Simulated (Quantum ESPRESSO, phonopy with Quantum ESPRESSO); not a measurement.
## Grüneisen parameters and expansion of KBr (Fm-3m)

Which modes of KBr drive its thermal expansion?

What experiment has found for this phase:
- volume expansion coefficient 116.1 1e-6/K and heat capacity C_P per formula unit 52.3 J/mol/K near room temperature (given in “High-Throughput Prediction of Finite-Temperature Properties using the Quasi-Harmonic Approximation”, 2016, arXiv:1603.06924)
- volume expansion coefficient 117.6 1e-6/K near room temperature (given in “Descriptors for thermal expansion in solids”, 2017, arXiv:1701.03966)

Program: Quantum ESPRESSO 7.5. Level of theory: DFT LDA, scalar-relativistic, plane waves, PseudoDojo norm-conserving pseudopotentials. Results are calculated unless marked as measured.

Most raw output is cut from this account.

**1. The starting structure**

The structure is cubic, space group Fm-3m (No. 225). Conventional cell: a = 6.600 Å, b = 6.600 Å, c = 6.600 Å, α = 90.00°, β = 90.00°, γ = 90.00°. Nearest to K lie 6 Br at 3.30 Å. Nearest to Br lie 6 K at 3.30 Å. Farther neighbours and most contacts between anions are not listed.

**2. Probe on a coarse mesh**

Before spending time, one coarse run tells the gap and the pressure of the starting cell.

probe.in reads:

```
&CONTROL
  calculation = 'scf'
  prefix      = 'x'
  outdir      = './tmp'
  pseudo_dir  = './pseudo'
  tprnfor     = .true.
  tstress     = .true.
  verbosity   = 'high'
/
&SYSTEM
  ibrav       = 0
  nat         = 2
  ntyp        = 2
  ecutwfc     = 72.0
  occupations = 'smearing'
  smearing    = 'gaussian'
  degauss     = 0.01
/
&ELECTRONS
  conv_thr         = 1.0d-07
  mixing_beta      = 0.7
  electron_maxstep = 100
/
ATOMIC_SPECIES
 K      39.0983  K.upf
 Br     79.9040  Br.upf
CELL_PARAMETERS angstrom
     0.000000000    3.300000000    3.300000000
     3.300000000    0.000000000    3.300000000
     3.300000000    3.300000000    0.000000000
ATOMIC_POSITIONS crystal
 K      0.000000000   0.000000000   0.000000000
 Br     0.500000000   0.500000000   0.500000000
K_POINTS automatic
 6 6 6 0 0 0
```

On the command line:

```
$ OMP_NUM_THREADS=1 mpirun -n 8 pw.x -nk 8 -in probe.in > probe.out
```

Run time: 3.5 s. Hardware: 8 MPI ranks of Intel Xeon 6975P-C (Granite Rapids), shared host.

This step gave:

```yaml
volume_per_atom: 35.94 Å³
pressure: -1.662 GPa
gap_on_the_k_mesh: 4.032 eV
```

The start is under -1.7 GPa at this level and looks like an insulator or semiconductor on this mesh.

**3. Finding the static equilibrium**

The vibrations must be taken about the equilibrium of this functional, not about the starting cell, so the structure is relaxed.

relax.in reads:

```
&CONTROL
  calculation   = 'vc-relax'
  prefix        = 'x'
  outdir        = './tmp'
  pseudo_dir    = './pseudo'
  tprnfor       = .true.
  tstress       = .true.
  forc_conv_thr = 2.0d-05
  etot_conv_thr = 1.0d-07
  nstep         = 40
/
&SYSTEM
  ibrav       = 0
  nat         = 2
  ntyp        = 2
  ecutwfc     = 72.0
  occupations = 'fixed'
  nbnd        = 10
/
&ELECTRONS
  conv_thr         = 1.0d-11
  mixing_beta      = 0.7
  electron_maxstep = 100
/
&IONS
/
&CELL
  press_conv_thr = 0.1
/
ATOMIC_SPECIES
 K      39.0983  K.upf
 Br     79.9040  Br.upf
CELL_PARAMETERS angstrom
     0.000000000    3.300000000    3.300000000
     3.300000000    0.000000000    3.300000000
     3.300000000    3.300000000    0.000000000
ATOMIC_POSITIONS crystal
 K      0.000000000   0.000000000   0.000000000
 Br     0.500000000   0.500000000   0.500000000
K_POINTS automatic
 6 6 6 0 0 0
```

On the command line:

```
$ OMP_NUM_THREADS=1 mpirun -n 8 pw.x -nk 8 -in relax.in > relax.out
```

Run time: 16 s. Hardware: 8 MPI ranks; 2.1 min of CPU time.

The steps of the relaxation:

| step | energy less that of the first step (eV) | largest force (eV/Å) | volume (Å³) |
| --- | --- | --- | --- |
| 1 | 0.0000 | 0.0000 | 71.87 |
| 2 | -0.0061 | 0.0000 | 71.27 |
| 3 | -0.0145 | 0.0000 | 70.36 |
| 4 | -0.0251 | 0.0000 | 69.02 |
| 5 | -0.0364 | 0.0000 | 67.04 |
| 6 | -0.0417 | 0.0000 | 64.27 |
| 7 | -0.0418 | 0.0000 | 64.64 |
| 8 | -0.0418 | 0.0000 | 64.62 |
| 9 | -0.0417 | 0.0000 | 64.62 |

| conventional cell, symmetrised | before | after | change |
| --- | --- | --- | --- |
| a (Å) | 6.600 | 6.370 | -3.5 % |
| b (Å) | 6.600 | 6.370 | -3.5 % |
| c (Å) | 6.600 | 6.370 | -3.5 % |
| volume (Å³/atom) | 35.94 | 32.31 | -10.1 % |

The relaxed structure:

```xyz
2
Lattice="0.0000 3.1849 3.1849 3.1849 0.0000 3.1849 3.1849 3.1849 0.0000" Properties=species:S:1:pos:R:3 pbc="T T T"
K     0.0000    0.0000    0.0000
Br    3.1849    3.1849    3.1849
```

This step gave:

| Property | Result |
| --- | --- |
| volume per atom | 32.31 Å³ |
| pressure | -0.005 GPa |
| gap on the k-mesh | 4.325 eV |

After the last step pw.x solved the final cell once more on a basis chosen for it, which moves the energy without moving the atoms.

**4. Self-consistent run**

A tight ground state at this cell gives the energy of this member; its pressure is the stress at this cutoff, which can carry an offset from the finite basis.

scf.in reads:

```
&CONTROL
  calculation = 'scf'
  prefix      = 'x'
  outdir      = './tmp'
  pseudo_dir  = './pseudo'
  tprnfor     = .true.
  tstress     = .true.
/
&SYSTEM
  ibrav       = 0
  nat         = 2
  ntyp        = 2
  ecutwfc     = 72.0
  occupations = 'fixed'
  nbnd        = 10
/
&ELECTRONS
  conv_thr         = 1.0d-12
  mixing_beta      = 0.7
  electron_maxstep = 100
/
ATOMIC_SPECIES
 K      39.0983  K.upf
 Br     79.9040  Br.upf
CELL_PARAMETERS angstrom
     0.000000000    3.184939001    3.184939001
     3.184939001    0.000000000    3.184939001
     3.184939001    3.184939001    0.000000000
ATOMIC_POSITIONS crystal
 K      0.000000000   0.000000000   0.000000000
 Br     0.500000000   0.500000000   0.500000000
K_POINTS automatic
 6 6 6 0 0 0
```

On the command line:

```
$ OMP_NUM_THREADS=1 mpirun -n 8 pw.x -nk 8 -in scf.in > scf.out
```

The job ended after 3.2 s (8 MPI ranks).

On a basis chosen for the relaxed cell the pressure is -0.005 GPa, small enough for phonons.

**5. Born charges and dielectric tensor**

In a polar crystal the Born charges and ε∞ give the long-range dipole term that a finite supercell misses. They are those of this k-mesh and were not tested on a denser one; where the gap is small they converge slowly, and the LO modes with them.

ph.in reads:

```
phonons
&INPUTPH
  prefix = 'x'
  outdir = './tmp'
  fildyn = 'x.dyn'
  tr2_ph = 1.0d-18
  epsil  = .true.
/
0.000000000 0.000000000 0.000000000
```

scf.in is that of step 4.

On the command line:

```
$ OMP_NUM_THREADS=1 mpirun -n 8 ph.x -nk 8 -in ph.in > ph.out
```

It took 38 s on 8 MPI ranks.

This step gave:

- Γ frequencies: -0.29, -0.29, -0.29, 130.1, 130.1, 130.1 cm⁻¹ (negative: imaginary)
- Γ symmetry: T_1u G_15 G_4- I, T_1u G_15 G_4- I, T_1u G_15 G_4- I, T_1u G_15 G_4- I, T_1u G_15 G_4- I, T_1u G_15 G_4- I

ε∞:

```
2.77 0.00 0.00
0.00 2.77 0.00
0.00 0.00 2.77
```

Born charge (rows field, columns displacement), before the sum rule (e), principal values of the symmetric part by kind of site:

| atom | atoms with these values | low | middle | high | mean |
| --- | --- | --- | --- | --- | --- |
| K1 | 1 | 1.10 | 1.10 | 1.10 | 1.10 |
| Br2 | 1 | -1.10 | -1.10 | -1.10 | -1.10 |

In full for Br2:

```
-1.10  0.00  0.00
 0.00 -1.10  0.00
 0.00  0.00 -1.10
```

The Born charges sum to zero within 0.0025 e; the rest is removed before use. Acoustic frequencies in this log differ from zero by the error of the sum rule, which ph.x does not impose.

**6. Forces on a displaced cell**

One atom (for the harmonic constants) or a pair of atoms (for the cubic ones) is moved by a few hundredths of an ångström; the forces on all atoms give a column of force constants. The threshold is tight because the forces are small.

System of this step: KBr. The structure is orthorhombic, space group Imm2 (No. 44). Conventional cell: a = 9.008 Å, b = 12.740 Å, c = 9.008 Å, α = 90.00°, β = 90.00°, γ = 90.00°. Nearest to K lie 6 Br at 3.17 to 3.20 Å. Nearest to K lie 6 Br at 3.18 Å. Nearest to Br lie 6 K at 3.18 Å. Farther neighbours and most contacts between anions are not listed.

disp-00001.in reads:

```
&CONTROL
  calculation = 'scf'
  prefix      = 'x'
  outdir      = './tmp'
  pseudo_dir  = './pseudo'
  tprnfor     = .true.
  disk_io     = 'none'
/
&SYSTEM
  ibrav       = 0
  nat         = 16
  ntyp        = 2
  ecutwfc     = 72.0
  occupations = 'fixed'
  nbnd        = 66
/
&ELECTRONS
  conv_thr         = 1.0d-11
  mixing_beta      = 0.7
  electron_maxstep = 100
/
ATOMIC_SPECIES
 K      39.0983  K.upf
 Br     79.9040  Br.upf
CELL_PARAMETERS angstrom
     0.000000000    6.369878002    6.369878002
     6.369878002    0.000000000    6.369878002
     6.369878002    6.369878002    0.000000000
ATOMIC_POSITIONS crystal
 K      0.002220158   0.000000000   0.000000000
 K      0.500000000   0.000000000   0.000000000
 K      0.000000000   0.500000000   0.000000000
 K      0.500000000   0.500000000   0.000000000
 K      0.000000000   0.000000000   0.500000000
 K      0.500000000   0.000000000   0.500000000
 K      0.000000000   0.500000000   0.500000000
 K      0.500000000   0.500000000   0.500000000
 Br     0.250000000   0.250000000   0.250000000
 Br     0.750000000   0.250000000   0.250000000
 Br     0.250000000   0.750000000   0.250000000
 Br     0.750000000   0.750000000   0.250000000
 Br     0.250000000   0.250000000   0.750000000
 Br     0.750000000   0.250000000   0.750000000
 Br     0.250000000   0.750000000   0.750000000
 Br     0.750000000   0.750000000   0.750000000
K_POINTS automatic
 3 3 3 0 0 0
```

On the command line:

```
$ OMP_NUM_THREADS=1 mpirun -n 4 pw.x -nk 4 -in disp-00001.in > disp-00001.out
```

Run time: 2.6 min. Hardware: 4 MPI ranks.

At this level the gap is 4.32 eV on the k-mesh of the self-consistent run, which can miss the band edges.

**7. A displaced supercell**

disp-00002.in, as its differences from disp-00001.in of step 6:

```diff
@@ -29,3 +29,3 @@
 ATOMIC_POSITIONS crystal
- K      0.002220158   0.000000000   0.000000000
+ K      0.000000000   0.000000000   0.000000000
  K      0.500000000   0.000000000   0.000000000
@@ -37,3 +37,3 @@
  K      0.500000000   0.500000000   0.500000000
- Br     0.250000000   0.250000000   0.250000000
+ Br     0.252220158   0.250000000   0.250000000
  Br     0.750000000   0.250000000   0.250000000
```

On the command line:

```
$ OMP_NUM_THREADS=1 mpirun -n 4 pw.x -nk 4 -in disp-00002.in > disp-00002.out
```

Run time: 2.7 min. Hardware: 4 MPI ranks.

**8. Phonons, V/V0 1**

This step: DFT LDA, scalar-relativistic, plane waves, PseudoDojo norm-conserving pseudopotentials (phonopy with Quantum ESPRESSO 4.10.0 / 7.5).

The job ended after 2.7 min (8 threads).

Numbers from this step:

```
point group                              : m-3m
highest frequency                        : 172.3 cm⁻¹
Debye temperature from the second moment : 197 K
lowest frequency on the path             : 0 cm⁻¹
zero-point energy                        : 0.03682 eV/cell
Γ frequencies                            : 0, 0, 0, 130.1, 130.1, 130.1 cm⁻¹ (negative: imaginary)
```

Phonopy, LO-TO term from ph.x's tensors. The phonon branches at the labelled points (cm⁻¹):

| point | branch 1 | branch 2 | branch 3 | branch 4 | branch 5 | branch 6 |
| --- | --- | --- | --- | --- | --- | --- |
| Γ | 0 | 0 | 0 | 130 | 130 | 172 |
| halfway | 32 | 32 | 88 | 134 | 134 | 143 |
| X | 39 | 39 | 70 | 135 | 135 | 142 |
| halfway | 45 | 51 | 68 | 132 | 135 | 142 |
| U | 57 | 63 | 72 | 126 | 136 | 141 |
| jump to K | 57 | 63 | 72 | 126 | 136 | 141 |
| halfway | 38 | 69 | 79 | 112 | 136 | 155 |
| Γ | 0 | 0 | 0 | 130 | 130 | 172 |
| halfway | 51 | 51 | 65 | 123 | 123 | 165 |
| L | 79 | 79 | 97 | 110 | 110 | 155 |
| halfway | 68 | 68 | 87 | 117 | 128 | 146 |
| W | 57 | 57 | 82 | 120 | 140 | 140 |
| halfway | 46 | 61 | 66 | 129 | 136 | 141 |
| X | 39 | 39 | 70 | 135 | 135 | 142 |

Harmonic. Thermo, by row:

| T (K) | F_vib (meV/atom) | S (J/mol-atom/K) | C_V (J/mol-atom/K) |
| --- | --- | --- | --- |
| 0 | 18.41 | 0 | 0 |
| 50 | 16.95 | 8.365 | 13.53 |
| 100 | 9.32 | 20.52 | 20.81 |
| 150 | -3.74 | 29.44 | 22.94 |
| 200 | -20.82 | 36.17 | 23.78 |
| 250 | -40.99 | 41.52 | 24.19 |
| 300 | -63.69 | 45.96 | 24.41 |
| 350 | -88.51 | 49.73 | 24.55 |
| 400 | -115.2 | 53.01 | 24.64 |
| 450 | -143.4 | 55.92 | 24.7 |
| 500 | -173.1 | 58.52 | 24.75 |
| 550 | -204 | 60.88 | 24.78 |
| 600 | -236.1 | 63.04 | 24.8 |
| 650 | -269.3 | 65.03 | 24.82 |
| 700 | -303.5 | 66.87 | 24.84 |
| 750 | -338.6 | 68.58 | 24.85 |
| 800 | -374.6 | 70.19 | 24.86 |
| 850 | -411.3 | 71.69 | 24.87 |
| 900 | -448.9 | 73.12 | 24.88 |
| 950 | -487.1 | 74.46 | 24.88 |
| 1000 | -526 | 75.74 | 24.89 |

Phonopy on the run's constants, 15x15x15 mesh, Gaussian sigma 2.0 cm⁻¹. Modes against wavenumber; read off at these points; values in 1/cm⁻¹/cell:

| wavenumber (cm⁻¹) | Br | K |
| --- | --- | --- |
| -5.0 | 0 | 0 |
| 0.0 | 1.2e-4 | 5.9e-5 |
| 5.0 | 2.2e-5 | 1.1e-5 |
| 10.0 | 5.5e-4 | 2.6e-4 |
| 15.0 | 0.00126 | 6.0e-4 |
| 20.0 | 0.00273 | 0.00128 |
| 25.0 | 0.00349 | 0.00159 |
| 30.0 | 0.00672 | 0.00295 |
| 35.0 | 0.0117 | 0.00490 |
| 40.0 | 0.0229 | 0.00923 |
| 45.0 | 0.0287 | 0.0110 |
| 50.0 | 0.0340 | 0.0122 |
| 55.0 | 0.0378 | 0.0126 |
| 60.0 | 0.0371 | 0.0111 |
| 65.0 | 0.0487 | 0.0127 |
| 70.0 | 0.0489 | 0.00975 |
| 75.0 | 0.0569 | 0.00732 |
| 76.7 | 0.0602 | 0.0063 |
| 80.0 | 0.0424 | 0.00433 |
| 85.0 | 0.0486 | 0.00517 |
| 89.1 | 0.0520 | 0.00399 |
| 90.0 | 0.0474 | 0.00341 |
| 95.0 | 0.00807 | 4.6e-4 |
| 100.0 | 2.1e-4 | 1.2e-5 |
| 105.0 | 3.5e-5 | 0.00114 |
| 110.0 | 0.00198 | 0.0244 |
| 115.0 | 0.00709 | 0.0437 |
| 120.0 | 0.0111 | 0.0536 |
| 125.0 | 0.0139 | 0.0484 |
| 130.0 | 0.0207 | 0.0605 |
| 133.7 | 0.0255 | 0.0747 |
| 135.0 | 0.0243 | 0.0740 |
| 140.0 | 0.0141 | 0.0643 |
| 145.0 | 0.00569 | 0.0449 |
| 150.0 | 0.00307 | 0.0314 |
| 155.0 | 0.00293 | 0.0223 |
| 160.0 | 0.00284 | 0.0117 |
| 165.0 | 0.00225 | 0.00652 |
| 170.0 | 0.00118 | 0.00276 |
| 175.0 | 7.3e-5 | 1.6e-4 |
| 180.0 | 0 | 0 |

No LO-TO term. The modes at Γ (shares of kinetic energy by element, %):

| mode | frequency (cm⁻¹) | symmetry | K % | Br % |
| --- | --- | --- | --- | --- |
| 1 | 0.0 | T1u | 33 | 67 |
| 2 | 0.0 | T1u | 33 | 67 |
| 3 | 0.0 | T1u | 33 | 67 |
| 4 | 130.1 | T1u | 67 | 33 |
| 5 | 130.1 | T1u | 67 | 33 |
| 6 | 130.1 | T1u | 67 | 33 |

Displacements in mode 5 (130.1 cm⁻¹), the largest set to 1:
```
K1   1.00 -0.11  0.17
Br2 -0.49  0.05 -0.09
```

No mode is imaginary beyond numerical noise along the path.

The time given is that of the 2 pw.x runs on displaced cells behind this step.

The supercell is 7.4 Å across at its narrowest and was not tested against a larger one: only its own wavevectors are exact, and acoustic branches between them, with the entropy at low temperature, can be off.

**9. Ground state at this cell, V/V0 1.02**

This step: DFT LDA, scalar-relativistic, plane waves, PseudoDojo norm-conserving pseudopotentials (Quantum ESPRESSO 7.5).

System of this step: KBr. It takes space group Fm-3m (No. 225, cubic). The conventional cell has a = 6.412 Å, b = 6.412 Å, c = 6.412 Å, α = 90.00°, β = 90.00°, γ = 90.00°. Nearest to K lie 6 Br at 3.21 Å. Br has 6 K at 3.21 Å nearest. Farther neighbours and most contacts between anions are not listed.

scf.in: that of step 5 with these lines changed.

```diff
@@ -25,5 +25,5 @@
 CELL_PARAMETERS angstrom
-     0.000000000    3.184939001    3.184939001
-     3.184939001    0.000000000    3.184939001
-     3.184939001    3.184939001    0.000000000
+     0.000000000    3.206031927    3.206031927
+     3.206031927    0.000000000    3.206031927
+     3.206031927    3.206031927    0.000000000
 ATOMIC_POSITIONS crystal
```

On the command line:

```
$ OMP_NUM_THREADS=1 mpirun -n 8 pw.x -nk 8 -in scf.in > scf.out
```

It took 3.3 s on 8 MPI ranks; 24 s of CPU time.

At this level the gap is 4.27 eV on the k-mesh of the self-consistent run, which can miss the band edges.

**10. Zone-centre response**

ph.in is that of step 5.

scf.in is that of step 9.

On the command line:

```
$ OMP_NUM_THREADS=1 mpirun -n 8 ph.x -nk 8 -in ph.in > ph.out
```

It took 34 s on 8 MPI ranks.

The Born charges sum to zero within 0.0025 e; the rest is removed before use. Acoustic frequencies in this log differ from zero by the error of the sum rule, which ph.x does not impose.

**11. A displaced supercell**

System of this step: KBr. Symmetry: Imm2, No. 44, orthorhombic system. The conventional cell has a = 9.068 Å, b = 12.824 Å, c = 9.068 Å, α = 90.00°, β = 90.00°, γ = 90.00°. Nearest to K lie 6 Br at 3.19 to 3.22 Å. K has 6 Br at 3.21 Å nearest. Nearest to K lie 6 Br at 3.21 Å. Nearest to Br lie 6 K at 3.21 Å. Farther neighbours and most contacts between anions are not listed.

disp-00001.in: that of step 6 with these lines changed.

```diff
@@ -25,7 +25,7 @@
 CELL_PARAMETERS angstrom
-     0.000000000    6.369878002    6.369878002
-     6.369878002    0.000000000    6.369878002
-     6.369878002    6.369878002    0.000000000
+     0.000000000    6.412063854    6.412063854
+     6.412063854    0.000000000    6.412063854
+     6.412063854    6.412063854    0.000000000
 ATOMIC_POSITIONS crystal
- K      0.002220158   0.000000000   0.000000000
+ K      0.002205551   0.000000000   0.000000000
  K      0.500000000   0.000000000   0.000000000
```

On the command line:

```
$ OMP_NUM_THREADS=1 mpirun -n 4 pw.x -nk 4 -in disp-00001.in > disp-00001.out
```

Run time: 2.5 min. Hardware: 4 MPI ranks.

**12. Phonons, V/V0 1.02**

This step: DFT LDA, scalar-relativistic, plane waves, PseudoDojo norm-conserving pseudopotentials (phonopy with Quantum ESPRESSO 4.10.0 / 7.5).

Run time: 2.8 min. Hardware: 8 threads.

No mode is imaginary beyond numerical noise along the path. The highest zone-centre mode (no LO–TO term) moved by -4.5 % for a volume change of +2.0 %.

The time given is that of the 2 pw.x runs on displaced cells behind this step.

**13. Ground state at this cell, V/V0 0.98**

This step: DFT LDA, scalar-relativistic, plane waves, PseudoDojo norm-conserving pseudopotentials (Quantum ESPRESSO 7.5).

System of this step: KBr. Symmetry: Fm-3m, No. 225, cubic system. The conventional cell has a = 6.327 Å, b = 6.327 Å, c = 6.327 Å, α = 90.00°, β = 90.00°, γ = 90.00°. Nearest to K lie 6 Br at 3.16 Å. Nearest to Br lie 6 K at 3.16 Å. Farther neighbours and most contacts between anions are not listed.

scf.in: that of step 10 with these lines changed.

```diff
@@ -25,5 +25,5 @@
 CELL_PARAMETERS angstrom
-     0.000000000    3.206031927    3.206031927
-     3.206031927    0.000000000    3.206031927
-     3.206031927    3.206031927    0.000000000
+     0.000000000    3.163562927    3.163562927
+     3.163562927    0.000000000    3.163562927
+     3.163562927    3.163562927    0.000000000
 ATOMIC_POSITIONS crystal
```

On the command line:

```
$ OMP_NUM_THREADS=1 mpirun -n 8 pw.x -nk 8 -in scf.in > scf.out
```

Run time: 3 s. Hardware: 8 MPI ranks; 22 s of CPU time.

The run ends at a pressure of 0.43 GPa.

**14. Zone-centre response**

ph.in is that of step 10.

scf.in is that of step 13.

On the command line:

```
$ OMP_NUM_THREADS=1 mpirun -n 8 ph.x -nk 8 -in ph.in > ph.out
```

Run time: 29 s. Hardware: 8 MPI ranks; 3.8 min of CPU time.

ε∞:

```
2.79 0.00 0.00
0.00 2.79 0.00
0.00 0.00 2.79
```

The Born charges sum to zero within 0.0026 e; the rest is removed before use. Acoustic frequencies in this log differ from zero by the error of the sum rule, which ph.x does not impose.

**15. A displaced supercell**

System of this step: KBr. The structure is orthorhombic, space group Imm2 (No. 44). Conventional cell: a = 8.948 Å, b = 12.654 Å, c = 8.948 Å, α = 90.00°, β = 90.00°, γ = 90.00°. Nearest to K lie 6 Br at 3.15 to 3.18 Å. Nearest to K lie 6 Br at 3.16 Å. Br has 6 K at 3.16 Å nearest. Farther neighbours and most contacts between anions are not listed.

disp-00001.in: that of step 11 with these lines changed.

```diff
@@ -25,7 +25,7 @@
 CELL_PARAMETERS angstrom
-     0.000000000    6.412063854    6.412063854
-     6.412063854    0.000000000    6.412063854
-     6.412063854    6.412063854    0.000000000
+     0.000000000    6.327125855    6.327125855
+     6.327125855    0.000000000    6.327125855
+     6.327125855    6.327125855    0.000000000
 ATOMIC_POSITIONS crystal
- K      0.002205551   0.000000000   0.000000000
+ K      0.002235160   0.000000000   0.000000000
  K      0.500000000   0.000000000   0.000000000
```

On the command line:

```
$ OMP_NUM_THREADS=1 mpirun -n 4 pw.x -nk 4 -in disp-00001.in > disp-00001.out
```

Wall time 2.2 min (4 MPI ranks); 8.7 min of CPU time.

**16. Phonons, V/V0 0.98**

This step: DFT LDA, scalar-relativistic, plane waves, PseudoDojo norm-conserving pseudopotentials (phonopy with Quantum ESPRESSO 4.10.0 / 7.5).

Run time: 2.6 min. Hardware: 8 threads.

No mode is imaginary beyond numerical noise along the path. The highest zone-centre mode (no LO–TO term) moved by +4.6 % for a volume change of -2.0 %.

The time given is that of the 2 pw.x runs on displaced cells behind this step.

(Continued in part 2 of 2.)

[Logs are printed without paths, hosts, clocks, repeated set-up lines and the standing remarks that a program may print on its own settings, such as how far it seeks lower states.]

[Hosts, paths, dates, database ids (printed as entryN), source tags and the programs' standing remarks are cut or masked in the printed files.]

[A step with changed settings may run another functional than the one named; its input shows which.]

[Of the runs on displaced cells, only some may be shown.]
